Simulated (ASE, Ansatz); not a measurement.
## 2H-WSe2/1T-PtSe2 heterobilayer (192 atoms): from recipe to cell

The cell is an input for a DFT calculation. Recipe: 36 cells of 2H-WSe2 (a = 3.285 Å, strained +0.07 %) and 28 cells of 1T-PtSe2 (a = 3.73 Å, -0.07 %) on one hexagonal cell, twist 40.89 deg; facing planes 3.48 Å apart; 12 Å of vacuum; displaced by a Gaussian of 0.01 Å.

Q: How is this cell built with ASE?

build.py (ASE 3.29.0):

```python
import numpy as np
from ase import Atoms
from ase.build import make_supercell

u1 = Atoms(['W', 'Se', 'Se'], cell=[3.285, 3.285, 1, 90, 90, 120], pbc=True,
          scaled_positions=[[1/3, 2/3, 0], [2/3, 1/3, 1.68], [2/3, 1/3, -1.68]])  # z in A
u2 = Atoms(['Pt', 'Se', 'Se'], cell=[3.73, 3.73, 1, 90, 90, 120], pbc=True,
          scaled_positions=[[0/3, 0/3, 0], [1/3, 2/3, 1.3], [2/3, 1/3, -1.3]])  # z in A
cell = [19.7237, 19.7237, 120]  # common in-plane cell: a, b, gamma
layers = [(u1, [[6, 0], [0, 6]], [0, 0], 1),
          (u2, [[6, 2], [-2, 4]], [0.587, 0.853], -1)]
gaps = [3.48, 12]
atoms, top = Atoms(), 0.0
for k, (u, M, shift, flip) in enumerate(layers):
    s = make_supercell(u, [M[0] + [0], M[1] + [0], [0, 0, 1]], wrap=False)
    z = flip * s.positions[:, 2]; f = s.get_scaled_positions(wrap=False)
    s.set_cell([cell[0], cell[1], 1, 90, 90, cell[2]]); s.set_scaled_positions(np.c_[f[:, :2] + shift, z - z.min() + top]); s.set_tags(k)
    top = s.positions[:, 2].max() + gaps[k]; atoms += s
atoms.set_cell([cell[0], cell[1], top, 90, 90, cell[2]]); atoms.pbc = True
atoms.center(axis=2)
atoms.rattle(0.01, seed=50172)
atoms.wrap()
atoms.write('structure.xyz')
print(atoms.get_chemical_formula(), len(atoms), 'atoms; cell', atoms.cell.cellpar().round(3))
```

```console
$ python build.py
Pt28Se128W36 192 atoms; cell [ 19.724  19.724  21.44   90.     90.    120.   ]
```

The cell holds 192 atoms: 36 W, 128 Se and 28 Pt. Its edges and angles: a = 19.724 Å, b = 19.724 Å, c = 21.440 Å, α = 90.0°, β = 90.0°, γ = 120.0°. It derives from WSe2 and PtSe2. Regions: layer 1, 108 atoms (36 W and 72 Se); layer 2, 84 atoms (28 Pt and 56 Se). Vacuum lies along c.

Bonds by pair of elements; cutoffs follow the first minimum of g(r), held within bounds set by covalent radii, and pairs that aren't listed don't count as bonded:

```
pair A-B  cutoff (Å)  bonds  mean length (Å)  spread (Å)  shortest (Å)  B about A  A about B
    Se-W         3.3    216             2.53       0.015          2.49       1.69          6
   Se-Pt           3    168             2.51       0.013          2.48       1.31          6
```

How many atoms have how many bonded neighbours:

```
element  mean    3   6
     Pt     6    0  28
     Se     3  128   0
      W     6    0  36
```

[Logs are printed without paths, hosts, clocks, repeated set-up lines and the standing remarks that a program may print on its own settings, such as how far it seeks lower states.]

[Hosts, paths, dates, database ids (printed as entryN), source tags and the programs' standing remarks are cut or masked in the printed files.]
